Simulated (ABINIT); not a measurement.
An input for ABINIT 10.8.3 (AlN (F-43m)):

```
acell 3*1.0 Angstrom
rprim 
  -0.000000000000 2.183993559600 2.183993559600
  2.183993559600 -0.000000000000 2.183993559600
  2.183993559600 2.183993559600 -0.000000000000
ntypat 2
znucl 13 7
natom 2
typat 1 2
xred 
  0.000000000000 0.000000000000 0.000000000000
  0.750000000000 0.750000000000 0.750000000000
pp_dirpath "pseudos"
pseudos "Al.upf, N.upf"
ecut 36
ngkpt 8 8 8
nshiftk 1
shiftk 0 0 0
kptopt 1
chksymbreak 0
irdden 1
istwfk *1
nband 187
prtvol 0
optdriver 6
gwr_task "HDIAGO"
paral_kgb 0
occopt 1
indata_prefix "in"
outdata_prefix "out"
tmpdata_prefix "tmp"
```

```sh
OMP_NUM_THREADS=1 mpirun -n 8 abinit run.abi > log
```

Q: Estimate wall time and host memory on 8 MPI ranks of Intel Xeon Platinum 8488C (Sapphire Rapids), shared host.

It took 15 s; on shared hardware allow 7.6 s to 30 s. Peak host memory was 1.2 GiB.

[Paths, hosts, dates, memory and timing lines, banners, echoed tables and standing remarks are left out of the program output.]

[Logs are printed without paths, hosts, clocks, repeated set-up lines and the standing remarks that a program may print on its own settings, such as how far it seeks lower states.]

[Runs of the session that timed out or met a known fault of the program may be left out.]

[Hosts, paths, dates, database ids (printed as entryN), source tags and the programs' standing remarks are cut or masked in the printed files.]

[G0W0 gaps are taken among the corrected bands and points alone; a level outside them can change the order at an edge.]

[Where Ansatz stands beside ABINIT at settings called matched, ABINIT's density can come from a denser mesh and the files from another edition; pairs whose starting gaps differed by over 0.03 eV were left out, so agreement reads better than it is.]
